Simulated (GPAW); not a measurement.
# F K-edge XANES of VF3 (P-1), part 2 of 3

What does one-electron theory with a core hole give for the F K edge of VF3 (P-1)?

GPAW 26.7.0; X-ray absorption from dipole matrix elements to empty bands, plane-wave PAW LDA+U.

So far. Step 2 (The field without a hole): The mesh shows a gap of 2.48 eV, so the hole is first treated in a charged cell, without the excited electron.

**4. Spectrum with FCH, F atom 3**

The holes are 5.1 Å apart. In GPAW the data set carries the hole's charge, so charge=0 means a charged cell and charge=-1 a neutral one. The excited electron is left out and a uniform background balances the charge. After the field has converged, empty bands are computed with the density fixed and the dipole matrix elements are summed.

The absorber has 1 V at 1.92 Å and 1 V at 1.96 Å (bent, 143°, site symmetry 1).

Input file xas.py:

```python
import numpy as np
from ase import Atoms
from ase.parallel import parprint, paropen
from gpaw import GPAW, PW, FermiDirac, Mixer, MixerDif, setup_paths
from gpaw.test import gen
setup_paths.insert(0, '.')
gen('F', name='fch1s', xcname='LDA', corehole=(1, 0, 1), write_xml=True)
from gpaw.mpi import world
world.barrier()

atoms = Atoms('V2F6',
    cell=[[5.05196415, 0, 0],
     [2.49215489, 4.40223015, 0],
     [2.48160734, 1.44123322, 4.45865183]],
    scaled_positions=[[0, 0, 0],
     [0.5, 0.5, 0.5],
     [0.62602436, 0.25797291, 0.24616505],
     [0.13106981, 0.37018623, 0.74883404],
     [0.24182503, 0.87561822, 0.25276351],
     [0.37397564, 0.74202709, 0.75383495],
     [0.86893019, 0.62981377, 0.25116596],
     [0.75817497, 0.12438178, 0.74723649]],
    magmoms=[2.0, -2.0, 0.0, 0.0, 0.0, 0.0, 0.0, 0.0],
    pbc=True)
atoms.calc = calc = GPAW(legacy_gpaw=True, mode=PW(500, force_complex_dtype=True), xc='LDA', setups={'V': ':d,3', 2: 'fch1s'},
    kpts={'size': (3, 3, 3), 'gamma': True}, occupations=FermiDirac(0.02),
    charge=0, mixer=MixerDif(0.05, 8, 50), maxiter=150,
    convergence={'density': 0.0001, 'eigenstates': 1e-6}, txt='scf.txt')
energy = atoms.get_potential_energy() + calc.get_reference_energy()
ef = calc.get_fermi_level()
out = dict(energy=energy, fermi=ef, forces=atoms.get_forces().tolist(), magmoms=atoms.get_magnetic_moments().tolist())
parprint(f'all-electron energy {energy:.4f} eV, Fermi level {ef:.4f} eV')
ev = np.array([[calc.get_eigenvalues(k, s) for k in range(len(calc.get_ibz_k_points()))] for s in range(calc.get_number_of_spins())])
out['homo'], out['lumo'], out['counts'] = ev[ev < ef].max(), ev[ev > ef].min(), sorted(set((ev < ef).sum((0, 2)).tolist()))
out['filled'] = (ev[:, 0] < ef).sum(1).tolist()

from ase.units import Ha
from gpaw.xas import dipole_matrix_elements
nb = int(calc.get_number_of_electrons() / 2) + 72
top, nb = nb, nb + 8 + nb // 12
nscf = calc.fixed_density(kpts={'size': (4, 4, 4), 'gamma': True}, nbands=nb,
    convergence={'bands': top, 'eigenstates': 5e-3}, maxiter=60, txt='nscf.txt')
cell = atoms.cell.array
ops = [cell.T @ U.T @ np.linalg.inv(cell.T) for U in nscf.wfs.kd.symmetry.op_scc]
filled = [34, 34]  # bands filled in the ground state, by spin
E = np.arange(-6, 34, 0.1)
fwhm = np.interp(E, [4, 25], [0.9, 3.5])
Y, X, zero, highest = 0, 0, 1e9, 1e9
for spin in range(nscf.get_number_of_spins()):
    wfs = nscf.wfs
    mine = wfs.bd.get_slice()  # this rank's bands
    A = dipole_matrix_elements(wfs.setups[2])
    eps = np.zeros((wfs.kd.nibzkpts, nb))
    d = np.zeros((3, A.shape[1], wfs.kd.nibzkpts, nb), complex)
    for kpt in wfs.kpt_u:
        if kpt.s == spin and 2 in kpt.P_ani:
            eps[kpt.k, mine] = kpt.eps_n * Ha
            d[:, :, kpt.k, mine] = (kpt.weight * wfs.nspins / 2) ** 0.5 * np.inner(A, kpt.P_ani[2])
    world.sum(eps)
    world.sum(d)
    T = np.einsum('amkn,bmkn->abkn', d, d.conj()).real
    T = sum(np.einsum('ai,ijkn,bj->abkn', R, T, R) for R in ops) / len(ops)
    empty = np.ones_like(eps, bool) & (np.arange(nb) >= filled[spin])
    zero, highest = min(zero, eps[empty].min()), min(highest, eps[:, top - 1].min())
    lines = [(eps, T, empty)] if spin == 0 else lines + [(eps, T, empty)]
for eps, T, empty in lines:
    f = np.einsum('aakn->akn', T).reshape(3, -1)
    x = eps.ravel() - zero
    w = np.interp(x, E, fwhm) / 2.35482
    g = np.exp(-0.5 * ((E[:, None] - x) / w) ** 2) / (w * (2 * np.pi) ** 0.5)
    Y = Y + (f * empty.ravel()) @ g.T
    X = X + (f * ~empty.ravel()) @ g.T
out.update(E=E.round(2).tolist(), xas=Y.tolist(), xes=X.tolist(), zero=zero, valid=highest - zero, nk=len(eps), nb=nb)
for i in range(0, len(E), 10):
    parprint(f'{E[i]:7.2f}', *(f'{v:10.3e}' for v in Y[:, i]))
import json
with paropen('out.json', 'w') as f:
    json.dump(out, f)
```

Command:

```bash
$ OMP_NUM_THREADS=1 mpirun -n 4 gpaw python xas.py
```

Numbers of over 12 decimals in the logs are rounded to 6 here.

Output:

```text
Input parameters:
  convergence: {density: 0.0001,
                eigenstates: 1e-06}
  kpts: {gamma: True,
         size: (3, 3, 3)}
  maxiter: 150
  mixer: {backend: pulay,
          beta: 0.05,
          method: difference,
          nmaxold: 8,
          weight: 50}
  mode: {ecut: 500.0,
         force_complex_dtype: True,
         name: pw}
  occupations: {fixmagmom: False,
                name: fermi-dirac,
                width: 0.02}
  setups: {2: fch1s,
           V: :d,3}

Initialize ...

[... PAW data sets ...]

Reference energy: -67025.635529  # eV

Spin-polarized calculation.
Initial magnetic moment: 0.000000

[... convergence settings ...]
Symmetries present (total): 1
  [... symmetry matrices ...]

27 k-points: 3 x 3 x 3 Monkhorst-Pack grid
14 k-points in the irreducible part of the Brillouin zone
       k-points in crystal coordinates                weights
   0:     0.00000000    0.00000000    0.00000000          1/27
   1:     0.00000000    0.00000000    0.33333333          2/27
   2:     0.00000000    0.33333333   -0.33333333          2/27
   3:     0.00000000    0.33333333    0.00000000          2/27
   4:     0.00000000    0.33333333    0.33333333          2/27
   5:     0.33333333   -0.33333333   -0.33333333          2/27
   6:     0.33333333   -0.33333333    0.00000000          2/27
   7:     0.33333333   -0.33333333    0.33333333          2/27
   8:     0.33333333    0.00000000   -0.33333333          2/27
   9:     0.33333333    0.00000000    0.00000000          2/27
          ...
  13:     0.33333333    0.33333333    0.33333333          2/27

Wave functions: Plane wave expansion
  Cutoff energy: 500.000 eV
  Number of coefficients (min, max): 2502, 2527
  Pulay-stress correction: 0.000000 eV/Ang^3 (de/decut=0.000000)
  Using FFTW library
  Wavefunction extrapolation:
    Improved wavefunction reuse through dual PAW basis

Occupation numbers: Fermi-Dirac:
  width: 0.0200  # eV

Eigensolver
   Davidson(niter=2)

Densities:
  Coarse grid: 27*27*28 grid
  Fine grid: 54*54*56 grid
  Total Charge: 1.000000

Density mixing:
  Method: difference
  Backend: pulay
  Linear mixing parameter: 0.05
  old densities: 8
  Width of damping distribution: 1.1
  Damping of long wavelength oscillations: 50

[... Hamiltonian set-up ...]
Number of atoms: 8
Number of atomic orbitals: 50
Number of bands in calculation: 45
Number of valence electrons: 68
Bands to converge: occupied

... initialized

Initializing position-dependent things.

Density initialized from atomic densities
Creating initial wave functions:
  45 bands from LCAO basis set

                       F
                 F     F
                    FV
                         F
                   F

       V

Atomic positions and initial magnetic moments

Positions:
   0 V      0.000000    0.000000    0.000000    ( 0.0000,  0.0000,  2.0000)
   1 V      5.012863    2.921732    2.229326    ( 0.0000,  0.0000, -2.0000)
   2 F      4.416446    1.490437    1.097564    ( 0.0000,  0.0000,  0.0000)
   3 F      3.443033    2.708889    3.338790    ( 0.0000,  0.0000,  0.0000)
   4 F      4.031127    4.218964    1.126984    ( 0.0000,  0.0000,  0.0000)
   5 F      5.609280    4.353026    3.361088    ( 0.0000,  0.0000,  0.0000)
   6 F      6.582693    3.134574    1.119862    ( 0.0000,  0.0000,  0.0000)
   7 F      5.994599    1.624499    3.331667    ( 0.0000,  0.0000,  0.0000)

Unit cell:
           periodic     x           y           z      points  spacing
  1. axis:    yes    5.051964    0.000000    0.000000    27     0.1549
  2. axis:    yes    2.492155    4.402230    0.000000    27     0.1551
  3. axis:    yes    2.481607    1.441233    4.458652    28     0.1592

  Lengths:   5.051964   5.058702   5.302368
  Angles:   62.153493  62.094237  60.485283

Effective grid spacing dv^(1/3) = 0.1694

iter:   1   -81.173637                   -0.0000
iter:   2   -82.386473   -0.89  -1.29    -0.0019
iter:   3   -80.195286   -0.41  -1.32    +0.0001
iter:   4   -80.188769   -1.78  -1.56    -0.0001
iter:   5   -80.589124   -1.38  -1.58    -0.0001
iter:   6   -80.383728   -1.37  -1.78    -0.0000
iter:   7   -80.388048   -1.60  -2.07    -0.0000
iter:   8   -80.312427   -2.43  -2.17    -0.0000
iter:   9   -80.313839   -4.05  -2.59    -0.0000
iter:  10   -80.312469c  -3.79  -2.56    +0.0000
iter:  11   -80.308082c  -3.57  -2.75    +0.0000
iter:  12   -80.307739c  -3.79  -3.10    +0.0000
iter:  13   -80.308004c  -3.81  -3.42    +0.0000
iter:  14   -80.307604c  -4.94  -3.27    +0.0000
iter:  15   -80.307523c  -4.64  -3.54    -0.0000
iter:  16   -80.307561c  -5.08  -4.13c   -0.0000
iter:  17   -80.307577c  -6.20c -3.81    -0.0000
iter:  18   -80.307582c  -6.46c -3.84    +0.0000
iter:  19   -80.307625c  -5.63  -3.88    +0.0000
iter:  20   -80.307626c  -6.89c -4.16c   +0.0000

Converged after 20 iterations.

Dipole moment: (-0.302542, -0.709755, -0.569806) |e|*Ang

Total magnetic moment: (0.000000, 0.000000, 0.000000)
Local magnetic moments:
   0 V  ( 0.000000,  0.000000,  1.837759)
   1 V  ( 0.000000,  0.000000, -1.822177)
   2 F  ( 0.000000,  0.000000, -0.099734)
   3 F  ( 0.000000,  0.000000, -0.000392)
   4 F  ( 0.000000,  0.000000,  0.002470)
   5 F  ( 0.000000,  0.000000, -0.003070)
   6 F  ( 0.000000,  0.000000,  0.000849)
   7 F  ( 0.000000,  0.000000,  0.003791)

Energy contributions relative to reference atoms: (reference = -67025.635529)

Kinetic:        +30.913124
Potential:      -54.498566
External:        +0.000000
XC:             -57.944913
Entropy (-ST):   +0.000000
Local:           +1.222730
SIC:             +0.000000
--------------------------
Free energy:    -80.307626
Extrapolated:   -80.307626

Spin contamination: 3.395653 electrons
Showing only first 2 kpts
                      Up                     Down
 Kpt  Band  Eigenvalues  Occupancy  Eigenvalues  Occupancy
  0    32      0.87552    1.00000      0.85113    1.00000
  0    33      0.95425    1.00000      0.92963    1.00000
  0    34      3.71932    0.00000      3.65744    0.00000
  0    35      4.70308    0.00000      4.64916    0.00000

  1    32      1.03431    1.00000      0.99388    1.00000
  1    33      1.13369    1.00000      1.10036    1.00000
  1    34      3.97180    0.00000      3.88926    0.00000
  1    35      5.07265    0.00000      5.09099    0.00000

Fermi level: 2.69857

Gap: 2.479 eV
Transition (v -> c):
  (s=0, k=2, n=33, [0.00, 0.33, -0.33]) -> (s=1, k=4, n=34, [0.00, 0.33, 0.33])
Direct/indirect transitions are different
Direct gap: 2.509 eV
Transition at: (s=0->1, k=4, n=33, [0.00, 0.33, 0.33])

Forces in eV/Ang:
  0 V     1.09169   -2.88818   -2.34254
  1 V     1.06832    2.95325    2.51288
  2 F    -1.67267   -0.31063   -0.33497
  3 F     0.03644   -0.38282    0.07110
  4 F     0.02952   -0.42215    0.21543
  5 F    -0.00352    0.23649    0.16725
  6 F    -0.28643    0.30787   -0.04508
  7 F    -0.26577    0.50580   -0.24404
Scalar-relativistic atomic LDA calculation for F (Fluorine, Z=9)
Core hole in 1s state (1s occupation: 1.0)
300 radial gridpoints.
|------------------------------------------------|
|------------------------------------------------|
[... the atom generator's iteration count ...]

Energy contributions:
-------------------------
Kinetic:      +73.074518
XC:            -7.529720
Potential:   -138.883139
-------------------------
Total:        -73.338341

state      eigenvalue         ekin         rmax
-----------------------------------------------
1s^1.0 :   -27.508849    38.870947        0.112
2s^2.0 :    -1.877741     5.094802        0.712
2p^5.0 :    -1.212468     4.802793        0.605
-----------------------------------------------
(units: Bohr and Hartree)

Generating PAW setup
Kinetic energy of the core from tauc = 38.910803
Cutoffs:
rc(s)=1.200
rc(p)=1.200
rc(d)=1.200
rc(vbar)=1.080
rc(comp)=1.200
rc(nct)=1.200

Kinetic energy of the core states: 38.870947
Charge: 1.0
Core electrons: 1.0
Valence electrons: 7.0
Pseudo-core charge: 0.000102
Shape function alpha=6.944
Pseudo-electron charge 5.398325
state    eigenvalue         norm
--------------------------------
2s(2) :    -1.877741     1.039630
*s    :    -0.877741
2p(5) :    -1.212468     0.663793
*p    :    -0.212468
*d    :     0.000000
--------------------------------

Diagonalizing with gridspacing h=0.050

state   all-electron     PAW
-------------------------------
2s:      -1.877741    -1.879888
2p:      -1.212468    -1.215269
*d:                   -0.058611
*f:                   -0.013370
-------------------------------
all-electron energy -67105.9432 eV, Fermi level 2.6986 eV
  -6.00  8.293e-62  3.593e-62  1.371e-62
  -5.00  2.009e-45  8.749e-46  3.442e-46
  -4.00  5.448e-32  2.396e-32  1.019e-32
  -3.00  1.744e-21  7.798e-22  4.059e-22
  -2.00  7.373e-14  3.369e-14  2.626e-14
  -1.00  4.915e-09  2.258e-09  2.914e-09
  -0.00  5.781e-07  2.726e-07  5.029e-07
[...]
31.00  8.084e-05  9.043e-05  7.163e-05
  32.00  8.351e-05  1.033e-04  7.253e-05
  33.00  8.004e-05  1.124e-04  7.305e-05
```

Run time: 83 s. Hardware: 4 MPI ranks of Intel Xeon Platinum 8488C (Sapphire Rapids), shared host; peak memory 0.47 GiB.

The F K spectrum, F atom 3, full core hole (charged cell) (energy from the lowest empty level; intensity scaled to a mean of 1 over the first 20 eV; polarised curves are means over the symmetry-equivalent atoms):

| E (eV) | isotropic | ε ∥ x | ε ∥ y | ε ∥ z |
| --- | --- | --- | --- | --- |
| -2.0 | 0.00 | 0.00 | 0.00 | 0.00 |
| -1.5 | 0.00 | 0.00 | 0.00 | 0.00 |
| -1.0 | 0.00 | 0.00 | 0.00 | 0.00 |
| -0.5 | 0.00 | 0.00 | 0.00 | 0.00 |
| 0.0 | 0.01 | 0.01 | 0.00 | 0.01 |
| 0.5 | 0.02 | 0.01 | 0.02 | 0.02 |
| 1.0 | 0.11 | 0.05 | 0.16 | 0.11 |
| 1.5 | 0.59 | 0.30 | 0.91 | 0.57 |
| 2.0 | 1.41 | 1.06 | 1.80 | 1.37 |
| 2.5 | 1.43 | 1.69 | 1.28 | 1.32 |
| 3.0 | 0.96 | 0.83 | 1.17 | 0.88 |
| 3.5 | 1.38 | 0.27 | 2.42 | 1.45 |
| 4.0 | 1.01 | 0.12 | 1.82 | 1.10 |
| 4.5 | 0.27 | 0.08 | 0.44 | 0.28 |
| 5.0 | 0.13 | 0.12 | 0.16 | 0.12 |
| 5.5 | 0.26 | 0.26 | 0.29 | 0.23 |
| 6.0 | 0.40 | 0.43 | 0.43 | 0.34 |
| 6.5 | 0.50 | 0.56 | 0.49 | 0.45 |
| 7.0 | 0.76 | 0.83 | 0.71 | 0.73 |
| 7.5 | 1.10 | 1.19 | 1.05 | 1.06 |
| 8.0 | 1.35 | 1.44 | 1.34 | 1.27 |
| 8.5 | 1.55 | 1.64 | 1.56 | 1.44 |
| 9.0 | 1.68 | 1.78 | 1.71 | 1.55 |
| 9.5 | 1.78 | 1.83 | 1.94 | 1.58 |
| 10.0 | 1.84 | 1.76 | 2.17 | 1.57 |
| 10.5 | 1.80 | 1.59 | 2.19 | 1.62 |
| 11.0 | 1.78 | 1.48 | 2.06 | 1.80 |
| 11.5 | 1.82 | 1.47 | 1.94 | 2.05 |
| 12.0 | 1.77 | 1.41 | 1.78 | 2.12 |
| 12.5 | 1.57 | 1.21 | 1.57 | 1.94 |
| 13.0 | 1.33 | 0.97 | 1.36 | 1.66 |
| 13.5 | 1.16 | 0.80 | 1.21 | 1.46 |
| 14.0 | 1.06 | 0.72 | 1.10 | 1.36 |
| 14.5 | 1.00 | 0.71 | 0.99 | 1.29 |
| 15.0 | 0.92 | 0.73 | 0.88 | 1.17 |
| 15.5 | 0.84 | 0.76 | 0.77 | 0.99 |
| 16.0 | 0.77 | 0.80 | 0.69 | 0.81 |
| 16.5 | 0.71 | 0.82 | 0.64 | 0.65 |
| 17.0 | 0.67 | 0.85 | 0.63 | 0.54 |
| 17.5 | 0.68 | 0.90 | 0.67 | 0.47 |
| 18.0 | 0.71 | 0.98 | 0.73 | 0.43 |
| 18.5 | 0.76 | 1.07 | 0.80 | 0.42 |
| 19.0 | 0.80 | 1.16 | 0.84 | 0.41 |
| 19.5 | 0.81 | 1.18 | 0.83 | 0.41 |
| 20.0 | 0.77 | 1.12 | 0.76 | 0.42 |
| 20.5 | 0.69 | 0.99 | 0.65 | 0.43 |
| 21.0 | 0.61 | 0.84 | 0.53 | 0.46 |
| 21.5 | 0.55 | 0.70 | 0.44 | 0.51 |
| 22.0 | 0.52 | 0.60 | 0.39 | 0.58 |
| 22.5 | 0.53 | 0.56 | 0.37 | 0.66 |
| 23.0 | 0.57 | 0.58 | 0.39 | 0.74 |
| 23.5 | 0.63 | 0.63 | 0.43 | 0.83 |
| 24.0 | 0.69 | 0.71 | 0.47 | 0.90 |
| 24.5 | 0.76 | 0.80 | 0.52 | 0.96 |
| 25.0 | 0.82 | 0.90 | 0.57 | 0.99 |
| 25.5 | 0.88 | 1.00 | 0.64 | 1.02 |
| 26.0 | 0.94 | 1.09 | 0.70 | 1.03 |
| 26.5 | 0.99 | 1.15 | 0.77 | 1.04 |
| 27.0 | 1.02 | 1.18 | 0.83 | 1.04 |
| 27.5 | 1.04 | 1.18 | 0.89 | 1.04 |
| 28.0 | 1.05 | 1.16 | 0.95 | 1.05 |
| 28.5 | 1.07 | 1.14 | 1.00 | 1.07 |
| 29.0 | 1.10 | 1.13 | 1.07 | 1.10 |
| 29.5 | 1.15 | 1.16 | 1.16 | 1.13 |
| 30.0 | 1.21 | 1.21 | 1.27 | 1.15 |
| 30.5 | 1.28 | 1.28 | 1.38 | 1.17 |
| 31.0 | 1.34 | 1.34 | 1.50 | 1.19 |
| 31.5 | 1.40 | 1.38 | 1.62 | 1.20 |
| 32.0 | 1.44 | 1.39 | 1.72 | 1.20 |

Main maxima below 24 eV (height): 2.3 eV (1.57), 3.6 eV (1.42), 10.0 eV (1.84), 11.6 eV (1.82) and 19.3 eV (0.81). A K edge sees empty p states; the first features are F p mixed into the empty d states of the V neighbours, and the broad ones above probably into the cations' higher empty bands.

The hole costs E(hole) − E(ground) = 675.04 eV, and the lowest empty level of the hole cell on the spectrum's mesh lies at 3.66 eV, which puts the zero at 678.69 eV. The functional and the charged cell's background leave an error in such absolute values: in the free atom LDA prices this hole 4.7 eV below PBE (computed apart), and PBE is itself good to a few eV.

[end of part 2 of 3]

[Banner, clock and machine lines of the logs are left out without a mark of their own.]

[Logs are printed without paths, hosts, clocks, repeated set-up lines and the standing remarks that a program may print on its own settings, such as how far it seeks lower states.]

[Hosts, paths, dates, database ids (printed as entryN), source tags and the programs' standing remarks are cut or masked in the printed files.]

[Lists of maxima count a maximum above −3 eV only where it reaches 4 % of the highest in the window and stands out from its surroundings by 2 % of it (1.5 % where it reaches 55 %); shoulders and weaker maxima are passed over, and of the rest the first, up to two pre-edge ones and the few strongest are named.]
